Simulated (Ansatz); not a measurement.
## SnTe (Fm-3m): modes against biaxial strain in the (001) plane

Wanted: the shifts of the zone-centre modes of SnTe (Fm-3m) with strain.

Method: DFT LDA, scalar-relativistic, plane waves, PAW; PAW set soft_1, in Ansatz 0.2.0.

The database entry behind the starting cell differs from later determinations by our own check (about 0.3 % short), so it need not match the best structure at ambient conditions.

## (1) Starting point

It takes space group Fm-3m (No. 225, cubic). The conventional cell has a = 6.302 Å, b = 6.302 Å, c = 6.302 Å, α = 90.00°, β = 90.00°, γ = 90.00°. Sn has 6 Te at 3.15 Å nearest. Nearest to Te lie 6 Sn at 3.15 Å. Farther neighbours and most contacts between anions are not listed.

## (2) Relaxation

The cell and atoms are relaxed, since residual forces and stress would shift the frequencies.

File input.yaml:

```yaml
crystal:
  lattice:
    - [0.0, 3.15085, 3.15085]
    - [3.15085, 0.0, 3.15085]
    - [3.15085, 3.15085, 0.0]
  atoms:
    - { symbol: Sn, position: [0.0, 0.0, 0.0] }
    - { symbol: Te, position: [0.5, 0.5, 0.5] }
kpoints:
  mp_grid: { grid: [10, 10, 10] }
hamiltonian:
  xc: lda
  pseudopotentials: { kind: paw, azcp: { folder: soft_1 }, xc_functional: pbe }
scf:
  occupations: { method: gaussian, width: 0.01 }
output:
  forces: true
  stress: true
  eigenvalues: true
relax:
  adjacent_minimum: "off"
  f_tol: 0.005
  max_steps: 80
  cell: { stress_tol: 0.05 }
```

Launch:

```
$ ansatz run input.yaml --threads 4 --pin off --max-ram 10240MiB --backend cpu --events-out ev --progress --plain --runs-dir out
```

Numbers of over 12 decimals in the logs are rounded to 6 here.

The program printed:

```text
Engine: ansatz 0.2.0, aarch64-unknown-linux-gnu
Pseudopotentials: kind: paw
Pseudopotential: Sn, paw, valence charge 14, recommended cutoff 420 eV (normal), soft_1/Sn.paw.azcp
Pseudopotential: Te, paw, valence charge 16, recommended cutoff 420 eV (normal), soft_1/Te.paw.azcp
Functional definition: SPW92
  exchange = slater_x
  correlation = pw_c
Crystal: 2 atoms, lattice volume = 62.562 Å³
Basis set: ecut = 420 eV, 1243 PW (Γ)
Bands: 19, of which v1, the nominal top of the filled ones, is band 15 counted from 1 (14 counted from 0)
Symmetry: 48 space group operations
Space group: Fm-3m (ITA 225), of the structure as read, at distance tolerance 4.0e-5 Å
k-points: 47 of 1000
Non-local potential: Sn, projectors of the file, l = 0: 2, l = 1: 2, l = 2: 2, l = 3: 1
Non-local potential: Te, projectors of the file, l = 0: 2, l = 1: 2, l = 2: 2, l = 3: 1
PAW form: soft (Blöchl's): semilocal exchange-correlation on the pseudo side does not see the compensation charge
PAW frozen core: Sn, regenerated for the run's functional, and the local potential with it (the file was generated under x = pbe(κ = 0.804, μ = 0.219515), c = pbe(β = 0.066725))
PAW frozen core: Te, regenerated for the run's functional, and the local potential with it (the file was generated under x = pbe(κ = 0.804, μ = 0.219515), c = pbe(β = 0.066725))
PAW one-centre angular grid: Sn, 590 points (default); XC on 64 Gauss nodes
PAW one-centre angular grid: Te, 590 points (default); XC on 64 Gauss nodes
Initial density: superposition of atomic densities (chi_scale 0.1, normalization cell, long waves kept (reshape's long-wave potential 0.00 eV rms))
Initial wavefunctions: pseudopotential atomic-orbital guess
Functional: x = slater, c = lda
SCF iter   1: F=—  HF=-12707.416637 eV  |F-HF|=—  |Δ(HF+E_count)|=         —  Δρ=1.06e-2  dr2=7.94e-2  ethr=3.10e-3  ⟨swp⟩=7.5  Hψ=5309  notcnv=0
preconditioner: auto → none  [insulator: Δε(μ)=0.094 eV  Ē_g=8.695 eV  σ=0.010 eV  W_gap=1.00  n_scr=14 (ndim 8)  ℏωp=14.8 eV  f_vac=0.000  D(μ)=0.00/eV (n_scr^D=0)  ε∞_Penn≈3.9]
SCF iter   2: F=—  HF=-12707.402854 eV  |F-HF|=—  |Δ(HF+E_count)|=   1.38e-2  Δρ=5.01e-3  dr2=1.89e-2  ethr=2.65e-4  ⟨swp⟩=2.1  Hψ=1541  notcnv=0
SCF iter   3: F=—  HF=-12707.400838 eV  |F-HF|=—  |Δ(HF+E_count)|=   2.02e-3  Δρ=3.91e-4  dr2=5.73e-5  ethr=6.31e-5  ⟨swp⟩=3.1  Hψ=1469  notcnv=0
SCF iter   4: F=—  HF=-12707.400880 eV  |F-HF|=—  |Δ(HF+E_count)|=   4.16e-5  Δρ=1.37e-4  dr2=4.39e-6  ethr=1.91e-7  ⟨swp⟩=2.1  Hψ=1675  notcnv=0
SCF iter   5: F=—  HF=-12707.400880 eV  |F-HF|=—  |Δ(HF+E_count)|=   1.35e-7  Δρ=2.19e-5  dr2=2.65e-7  ethr=1.46e-8  ⟨swp⟩=2.0  Hψ=1595  notcnv=0
SCF iter   6: F=-12707.400880 eV  HF=-12707.400880 eV  |F-HF|=2.02e-8  |Δ(HF+E_count)|=   1.71e-7  Δρ=5.10e-6  dr2=1.22e-8  ethr=3.33e-10  ⟨swp⟩=6.6  Hψ=4552  notcnv=0
SCF 1 converged in 6 iterations: F = -12707.400880 eV  dr2 = 1.22e-8
  greatest PAW one-centre occupation: 0.999 electrons in one spin orbital (limit 2), on the Te atom at site 1 (counted from 0), in its partial waves of l = 2
relax step   1: F+E_penalty+E_count = -12707.40087974 eV  Δ(F+E_penalty+E_count) = +0.000e0 eV  max|allowed force component| = 1.295e-29 eV/Å  Δτ_max = 0.0000 Å  P = -1.497 GPa  Ω = 62.562 Å³  (6 SCF iters, dr2 threshold 1.00e-7 eV, accepted)
Crystal: 2 atoms, lattice volume = 59.871 Å³
Basis set: ecut = 420 eV, 1211 PW (Γ)
Initial density: handed on by an earlier stage of this run
Initial wavefunctions: those handed on with the density
iter 1 solved again at ethr=5.54e-6 eV; its pass at ethr=3.10e-3 eV (dr2=1.66e-3 eV) is discarded
SCF iter   1: F=—  HF=-12707.409728 eV  |F-HF|=—  |Δ(HF+E_count)|=         —  Δρ=1.20e-3  dr2=1.67e-3  ethr=5.54e-6  ⟨swp⟩=2.7  Hψ=6496  notcnv=0
preconditioner: auto → none  [insulator: Δε(μ)=0.237 eV  Ē_g=8.862 eV  σ=0.010 eV  W_gap=1.00  n_scr=14 (ndim 8)  ℏωp=15.2 eV  f_vac=0.003  D(μ)=0.00/eV (n_scr^D=0)  ε∞_Penn≈3.9]
SCF iter   2: F=—  HF=-12707.409335 eV  |F-HF|=—  |Δ(HF+E_count)|=   3.94e-4  Δρ=5.88e-4  dr2=3.64e-4  ethr=5.54e-6  ⟨swp⟩=2.0  Hψ=1093  notcnv=0
SCF iter   3: F=—  HF=-12707.409252 eV  |F-HF|=—  |Δ(HF+E_count)|=   8.22e-5  Δρ=5.02e-5  dr2=1.53e-6  ethr=1.21e-6  ⟨swp⟩=2.0  Hψ=1268  notcnv=0
SCF iter   4: F=—  HF=-12707.409257 eV  |F-HF|=—  |Δ(HF+E_count)|=   4.28e-6  Δρ=1.16e-5  dr2=3.44e-8  ethr=5.11e-9  ⟨swp⟩=2.1  Hψ=1365  notcnv=0
iter 5 did not close the SCF: its close was put off for the readings that it lacked (scf_convergence_deferred on its scf_iter line)
SCF iter   5: F=-12707.409257 eV  HF=-12707.409257 eV  |F-HF|=6.77e-9  |Δ(HF+E_count)|=   1.36e-8  Δρ=2.59e-6  dr2=6.12e-9  ethr=1.15e-10  ⟨swp⟩=2.2  Hψ=1432  notcnv=0
SCF iter   6: F=-12707.409257 eV  HF=-12707.409257 eV  |F-HF|=2.73e-11  |Δ(HF+E_count)|=   3.10e-9  Δρ=3.57e-7  dr2=6.87e-11  ethr=2.04e-11  ⟨swp⟩=2.1  Hψ=3173  notcnv=0
SCF 2 converged in 6 iterations: F = -12707.409257 eV  dr2 = 6.87e-11
relax step   2: F+E_penalty+E_count = -12707.40925671 eV  Δ(F+E_penalty+E_count) = -8.377e-3 eV  max|allowed force component| = 6.232e-29 eV/Å  Δτ_max = 0.0000 Å  P = +0.641 GPa  Ω = 59.871 Å³  energy of the carried Pulay correction = +4.559e-4 eV  (6 SCF iters, dr2 threshold 2.00e-7 eV, accepted)
Crystal: 2 atoms, lattice volume = 60.653 Å³
iter 1 solved again at ethr=6.60e-7 eV; its pass at ethr=3.10e-3 eV (dr2=1.98e-4 eV) is discarded
SCF iter   1: F=—  HF=-12707.410622 eV  |F-HF|=—  |Δ(HF+E_count)|=         —  Δρ=3.64e-4  dr2=1.53e-4  ethr=6.60e-7  ⟨swp⟩=3.0  Hψ=6534  notcnv=0
preconditioner: auto → none  [insulator: Δε(μ)=0.195 eV  Ē_g=8.803 eV  σ=0.010 eV  W_gap=1.00  n_scr=14 (ndim 8)  ℏωp=15.1 eV  f_vac=0.006  D(μ)=0.00/eV (n_scr^D=0)  ε∞_Penn≈3.9]
SCF iter   2: F=—  HF=-12707.410587 eV  |F-HF|=—  |Δ(HF+E_count)|=   3.53e-5  Δρ=1.75e-4  dr2=3.21e-5  ethr=5.09e-7  ⟨swp⟩=1.1  Hψ=899  notcnv=0
iter 3 did not close the SCF: its close was put off for the readings that it lacked (scf_convergence_deferred on its scf_iter line)
SCF iter   3: F=-12707.410579 eV  HF=-12707.410579 eV  |F-HF|=8.91e-9  |Δ(HF+E_count)|=   7.54e-6  Δρ=1.58e-5  dr2=5.49e-8  ethr=1.07e-7  ⟨swp⟩=2.0  Hψ=1065  notcnv=0
iter 4 did not close the SCF: its close was put off for the readings that it lacked (scf_convergence_deferred on its scf_iter line)
SCF iter   4: F=-12707.410579 eV  HF=-12707.410579 eV  |F-HF|=2.27e-10  |Δ(HF+E_count)|=   2.55e-8  Δρ=4.97e-6  dr2=7.57e-9  ethr=1.83e-10  ⟨swp⟩=2.6  Hψ=1631  notcnv=0
iter 5 did not close the SCF: its close was put off for the readings that it lacked (scf_convergence_deferred on its scf_iter line)
SCF iter   5: F=-12707.410579 eV  HF=-12707.410579 eV  |F-HF|=6.98e-10  |Δ(HF+E_count)|=   3.01e-9  Δρ=8.40e-7  dr2=7.99e-10  ethr=2.52e-11  ⟨swp⟩=2.0  Hψ=1598  notcnv=0
SCF iter   6: F=-12707.410579 eV  HF=-12707.410579 eV  |F-HF|=8.37e-11  |Δ(HF+E_count)|=  2.18e-10  Δρ=2.54e-7  dr2=9.62e-11  ethr=2.66e-12  ⟨swp⟩=1.0  Hψ=2699  notcnv=0
SCF 3 converged in 6 iterations: F = -12707.410579 eV  dr2 = 9.62e-11
relax step   3: F+E_penalty+E_count = -12707.41057932 eV  Δ(F+E_penalty+E_count) = -1.323e-3 eV  max|allowed force component| = 3.300e-29 eV/Å  Δτ_max = 0.0000 Å  P = -0.035 GPa  Ω = 60.653 Å³  energy of the carried Pulay correction = +3.200e-4 eV  (6 SCF iters, dr2 threshold 2.00e-7 eV, accepted)
Initial wavefunctions: pseudopotential atomic-orbital guess (no wavefunctions were taken with the density)
iter 1 solved again at ethr=3.78e-7 eV; its pass at ethr=3.10e-3 eV (dr2=1.13e-4 eV) is discarded
SCF iter   1: F=—  HF=-12707.410270 eV  |F-HF|=—  |Δ(HF+E_count)|=         —  Δρ=3.01e-5  dr2=1.02e-7  ethr=3.78e-7  ⟨swp⟩=3.0  Hψ=7804  notcnv=0
eigensolver tolerance schedule: the retry pair's looser diagonalisation over-reported the residual by 1107.40 of it (diagonalisation noise at 0.16 of the residual, at the tolerance the schedule requests for it); recorded, not acted on — ethr = c·dr2/N_el stays at c = 1.0e-1
preconditioner: auto → none  [insulator: Δε(μ)=0.196 eV  Ē_g=8.802 eV  σ=0.010 eV  W_gap=1.00  n_scr=14 (ndim 8)  ℏωp=15.1 eV  f_vac=0.004  D(μ)=0.00/eV (n_scr^D=0)  ε∞_Penn≈3.9]
SCF iter   2: F=—  HF=-12707.410271 eV  |F-HF|=—  |Δ(HF+E_count)|=   1.48e-6  Δρ=1.33e-5  dr2=1.78e-8  ethr=3.41e-10  ⟨swp⟩=2.1  Hψ=1610  notcnv=0
SCF iter   3: F=—  HF=-12707.410271 eV  |F-HF|=—  |Δ(HF+E_count)|=   5.81e-9  Δρ=2.68e-6  dr2=6.65e-10  ethr=5.93e-11  ⟨swp⟩=2.4  Hψ=1575  notcnv=0
SCF iter   4: F=—  HF=-12707.410271 eV  |F-HF|=—  |Δ(HF+E_count)|=  5.06e-10  Δρ=3.60e-7  dr2=3.25e-11  ethr=2.22e-12  ⟨swp⟩=2.1  Hψ=1561  notcnv=0
iter 5 did not close the SCF: its close was put off for the readings that it lacked (scf_convergence_deferred on its scf_iter line)
SCF iter   5: F=-12707.410271 eV  HF=-12707.410271 eV  |F-HF|=3.64e-12  |Δ(HF+E_count)|=  7.28e-12  Δρ=5.09e-8  dr2=1.18e-12  ethr=1.00e-12  ⟨swp⟩=1.0  Hψ=893  notcnv=0
SCF iter   6: F=-12707.410271 eV  HF=-12707.410271 eV  |F-HF|=0.00e0  |Δ(HF+E_count)|=    0.00e0  Δρ=7.64e-9  dr2=1.94e-14  ethr=1.00e-12  ⟨swp⟩=4.5  Hψ=3690  notcnv=0
SCF 4 converged in 6 iterations: F = -12707.410271 eV  dr2 = 1.94e-14
relax step   4: F+E_penalty+E_count = -12707.41027129 eV  Δ(F+E_penalty+E_count) = +3.080e-4 eV  max|allowed force component| = 4.523e-29 eV/Å  Δτ_max = 0.0000 Å  P = -0.036 GPa  Ω = 60.653 Å³  stress off target by 3.64e-2 GPa  SCF on the basis re-selected at this cell (its energy is not comparable with the rows above)  (6 SCF iters)
basis re-selected at this cell: Δ(F+E_penalty+E_count) = +3.080e-4 eV, ΔP = -0.002 GPa vs the last step (what re-selecting the basis moved, of the pressure what is left beyond the Pulay correction that the steps carried, after the strain that the cell walked since its last selection, with what the two solves' SCF thresholds leave and, on support functions, any second-order correction that the steps lacked; it is no m [...]
SCF converged after 6 iterations
Free energy (F): -12707.410271 eV
Harris-Foulkes:  -12707.410271 eV  (|F-HF|=0.00e0)
Internal energy: -12707.410271 eV  (E = F + TS)
E sigma→0 (E₀):  -12707.410271 eV
Fermi energy:    9.866454 eV
--- Per-component energies (eV) ---
  E_band       = -348.634300
  E_kinetic    = 341.859791
  E_local      = -2645.106820  (includes V_loc(G=0)·N_el)
  E_nonlocal   = 221.394432
  E_hartree    = 1319.916751
  E_xc         = -247.653275
  E_vxc        = -184.388753  (∫ρ·V_xc dr)
  E_paw        = -8743.051164  (= ΣΔE_a)
  E_vpaw       = -722.226802  (= ΣTr[D̂ρ^β])
  E_aug_tail   = 0.000349  (compensation charges beyond the density's cutoff)
  E_ewald      = -2955.873869
  E_core_change = 1.103533  (= ΣΔE_core)
  E_smearing   = -0.000000  (= −TS)
  E_closure    = -0.000000  (closes the sum)
  Σ components = -12707.410271   (vs F -12707.410271, Δ=0.00e0)
--- Forces (eV/Å), atoms counted from 1 ---
  atom   1  Sn    -0.00000000     0.00000000     0.00000000
  atom   2  Te     0.00000000     0.00000000     0.00000000
  max |Σ_I F_I| component: 7.78e-29 eV/Å
--- Stress (GPa, compression-positive) ---
       -0.036376      -0.000000      -0.000000
       -0.000000      -0.036376      -0.000000
       -0.000000      -0.000000      -0.036376
  P = ⅓ Tr σ = -0.0364 GPa (-0.364 kbar)
--- Band table (eV; the first three rows and the last of 47) ---
  k-point 0: bands = [... 11 lower, 5.1161, 7.6415, 7.6415, 7.6415, 13.1979, 13.1979, 13.1979, 14.6239]
  k-point 1: bands = [... 11 lower, 4.6008, 7.6567, 7.6567, 8.0124, 12.7221, 12.7221, 12.7401, 14.5285]
  k-point 2: bands = [... 11 lower, 3.5740, 7.7099, 7.7099, 8.6176, 11.8293, 11.8293, 11.8826, 14.6717]
  k-point 46: bands = [... 11 lower, 2.3554, 4.5791, 5.1374, 8.4824, 11.2619, 13.7288, 15.1598, 15.5438]
--- Relaxed structure (3 steps of the walk, 3 accepted, 1 SCFs on fresh bases) ---
  F+E_penalty+E_count = -12707.41027129 eV   max|allowed force component| = 4.523e-29 eV/Å   (the final SCF, on the basis selected at the relaxed cell)
  cell:  # Å, volume = 60.6529 Å³
    - [0, 3.118463, 3.118463]
    - [3.118463, 0, 3.118463]
    - [3.118463, 3.118463, 0]
  atoms:
    - { symbol: Sn, position: [0, 0, 0] }
    - { symbol: Te, position: [0.500000, 0.500000, 0.500000] }
```

Wall time 4.1 s (4 threads of Arm Neoverse V1, shared host); peak memory 0.37 GiB.

Step by step:

| step | energy less that of the first step (eV) | largest force component (eV/Å) | pressure (GPa) | volume (Å³) |
| --- | --- | --- | --- | --- |
| 1 | 0.0000 | 0.0000 | -1.50 | 62.56 |
| 2 | -0.0084 | 0.0000 | 0.64 | 59.87 |
| 3 | -0.0097 | 0.0000 | -0.03 | 60.65 |
| 4* | -0.0094 | 0.0000 | -0.04 | 60.65 |

Relaxation steps marked * repeat the geometry before them on a plane-wave basis chosen anew for their cell, so energy and pressure can jump there.

Forces are held to the 48 operations that the run works with; a distortion that breaks them can't arise in this run.

| conventional cell, symmetrised | before | after | change |
| --- | --- | --- | --- |
| a (Å) | 6.302 | 6.237 | -1.0 % |
| b (Å) | 6.302 | 6.237 | -1.0 % |
| c (Å) | 6.302 | 6.237 | -1.0 % |
| volume (Å³/atom) | 31.28 | 30.33 | -3.1 % |

The relaxed structure:

```xyz
2
Lattice="0.0000 3.1185 3.1185 3.1185 0.0000 3.1185 3.1185 3.1185 0.0000" Properties=species:S:1:pos:R:3 pbc="T T T"
Sn    0.0000    0.0000    0.0000
Te    3.1185    3.1185    3.1185
```

This step gave:

- pressure: -0.03638 GPa
- gap on the k-mesh: 0.1962 eV
- volume per atom: 30.33 Å³

In this step the volume went from 31.28 to 30.33 Å³/atom.

## (3) Tight relaxation

Phonons need small forces and stress, so the relaxation is finished with tight tolerances on 12×12×12 k points.

input.yaml, the sections that differ from step 2:

```yaml
crystal:
  lattice:
    - [0.0, 3.1184625018, 3.1184625018]
    - [3.1184625018, 0.0, 3.1184625018]
    - [3.1184625018, 3.1184625018, 0.0]
  atoms:
    - { symbol: Sn, position: [0.0, 0.0, 0.0] }
    - { symbol: Te, position: [0.5, 0.5, 0.5] }
kpoints:
  mp_grid: { grid: [12, 12, 12] }
relax:
  adjacent_minimum: "off"
  f_tol: 0.001
  max_steps: 60
  cell: { stress_tol: 0.01 }
# hamiltonian, scf, output: as in step 2
```

The program printed:

```text
[...]
Crystal: 2 atoms, lattice volume = 60.653 Å³
Basis set: ecut = 420 eV, 1243 PW (Γ)
Bands: 19, of which v1, the nominal top of the filled ones, is band 15 counted from 1 (14 counted from 0)
Symmetry: 48 space group operations
[...]
k-points: 72 of 1728
[...]
k-point 71: bands = [... 11 lower, 2.2951, 4.8490, 4.8490, 9.0360, 10.6562, 14.4889, 14.4889, 16.0013]
--- Relaxed structure (3 steps of the walk, 3 accepted, 1 SCFs on fresh bases) ---
[...]
cell:  # Å, volume = 60.6169 Å³
    - [0, 3.117845, 3.117845]
    - [3.117845, 0, 3.117845]
    - [3.117845, 3.117845, 0]
  atoms:
    - { symbol: Sn, position: [0, 0, 0] }
    - { symbol: Te, position: [0.5, 0.5, 0.5] }
[key lines of the parts left out:]
SCF converged after 9 iterations
Free energy (F): -12707.410450 eV
Fermi energy:    9.876847 eV
P = ⅓ Tr σ = -0.0001 GPa (-0.001 kbar)
```

Elapsed: 5.9 s, on 4 threads; peak memory 0.4 GiB.

Little changed from the start: no atom moved by 0.005 Å and no cell edge by 0.1 %.

Numbers from this step:

* pressure: -5.90e-5 GPa
* gap on the k-mesh: 0.1982 eV
* volume per atom: 30.31 Å³

The forces vanish by symmetry and the pressure is 0.000 GPa, within the tolerances set. The cell now holds 30.31 Å³/atom.

## (4) Zone-centre response at rest

The force constants come from the linear response of the density to a displacement.

The modes at rest are the reference of the series.

input.yaml, the sections that differ from step 3:

```yaml
crystal:
  lattice:
    - [0.0, 3.117845228, 3.117845228]
    - [3.117845228, 0.0, 3.117845228]
    - [3.117845228, 3.117845228, 0.0]
  atoms:
    - { symbol: Sn, position: [0.0, 0.0, 0.0] }
    - { symbol: Te, position: [0.5, 0.5, 0.5] }
output:
  eigenvalues: true
phonons:
  method: dfpt
# kpoints, hamiltonian, scf: as in step 3
# relax: removed
```

The program printed:

```text
[...]
Crystal: 2 atoms, lattice volume = 60.617 Å³
Basis set: ecut = 420 eV, 1243 PW (Γ), exchange–correlation on 60×60×60 points (8 copies of the dense FFT grid, shifted against one another)
Bands: 19, of which v1, the nominal top of the filled ones, is band 15 counted from 1 (14 counted from 0)
Symmetry: 48 space group operations
k-points: 163 of 1728 (irreducible under 8 space group operations, time reversal used)
[...]
SCF iter   1: F=—  HF=-12707.424404 eV  |F-HF|=—  |Δ(HF+E_count)|=         —  Δρ=1.07e-2  dr2=7.35e-2  ethr=3.10e-3  ⟨swp⟩=7.7  Hψ=18771  notcnv=0
[...]
SCF iter   8: F=-12707.410451 eV  HF=-12707.410451 eV  |F-HF|=5.46e-12  |Δ(HF+E_count)|=  2.91e-11  Δρ=7.40e-8  dr2=3.54e-12  ethr=1.00e-12  ⟨swp⟩=7.5  Hψ=16977  notcnv=0
SCF 1 converged in 8 iterations: F = -12707.410451 eV  dr2 = 3.54e-12
[...]
DFPT response loops at Γ: preconditioner auto → Resta (q_TF=auto, 2.426 Å⁻¹)  ε∞=17.4 (no band partly filled); β = 1.00, the filter's whole step (`scf.mixing.beta` (0.50) is not read by the response loops at its default; to damp them type it under 1.00, their step now; it binds the ground state too); Broyden in place of MSR1
SCF converged after 8 iterations
Free energy (F): -12707.410451 eV
[...]
Internal energy: -12707.410451 eV  (E = F + TS)
E sigma→0 (E₀):  -12707.410451 eV
Fermi energy:    9.876847 eV
[...]
--- Band table (eV; the first three rows and the last of 163) ---
  k-point 0: bands = [... 11 lower, 5.1288, 7.6497, 7.6497, 7.6497, 13.2091, 13.2091, 13.2091, 14.6324]
  k-point 1: bands = [... 11 lower, 4.7537, 7.6601, 7.6601, 7.9243, 12.8618, 12.8618, 12.8751, 14.5520]
  k-point 2: bands = [... 11 lower, 3.9457, 7.6953, 7.6953, 8.4343, 12.1447, 12.1447, 12.1860, 14.5775]
  k-point 162: bands = [... 11 lower, 2.2951, 4.8490, 4.8490, 9.0360, 10.6562, 14.4889, 14.4889, 16.0013]
--- Phonons (Γ-DFPT): 2 representative perturbations + reference, on 163 of 1728 k-points (Σ response iterations 6) ---
  k mesh reduced under 8 symmetry operations, with k and −k counted as one. Each operation leaves every solved perturbation unchanged. A smaller set is not used because it would not reduce the number of displacements times k-points to solve
  ASR residual: 8.245e-5 → 0.000e0 eV/Å²; symmetrization residual: 1.134e-5 eV/Å²
  ASR residual per site (eV/Å²): 8.25e-5 2.47e-5
  Γ frequencies (cm⁻¹): 0.00 0.00 0.00 28.68 28.68 28.68
  non-analytic LO–TO correction: not included (Born effective charges unavailable; polar crystals: no LO–TO splitting at Γ)
```

Elapsed: 14 s, on 4 threads; peak memory 0.77 GiB; 54 s of CPU time.

Reading the cycles: dr2 is the Hartree energy of the density residual (eV), the measure of convergence; HF is the Harris–Foulkes estimate of the energy, which meets the free energy F at convergence.

Numbers from this step:

- sum-rule residual before enforcement: 8.25e-5 eV/Å²
- point group: m-3m
- highest optical mode at the zone centre (no LO-TO term): 28.68 cm⁻¹
- lowest optical zone-centre mode: 28.68 cm⁻¹

Without the LO-TO term. Patterns of degenerate modes are one choice out of their space. The modes at Γ (shares of kinetic energy by element, %):

| mode | frequency (cm⁻¹) | symmetry | Sn % | Te % |
| --- | --- | --- | --- | --- |
| 1 | 0.0 | acoustic | 48 | 52 |
| 2 | 0.0 | acoustic | 48 | 52 |
| 3 | 0.0 | acoustic | 48 | 52 |
| 4 | 28.7 | T1u | 52 | 48 |
| 5 | 28.7 | T1u | 52 | 48 |
| 6 | 28.7 | T1u | 52 | 48 |

Displacements in mode 4 (28.7 cm⁻¹), the largest set to 1:
```
Sn1  0.00  0.00  1.00
Te2  0.00  0.00 -0.93
```

Before it was imposed, the acoustic sum rule was missed by 8.2e-5 eV/Å². Small misses are needed for a sound result but don't prove that mesh and cutoff are converged. The lowest optical mode is real, 28.7 cm⁻¹.

[end of part 1 of 2]

[Logs are printed without paths, hosts, clocks, repeated set-up lines and the standing remarks that a program may print on its own settings, such as how far it seeks lower states.]

[Hosts, paths, dates, database ids (printed as entryN), source tags and the programs' standing remarks are cut or masked in the printed files.]
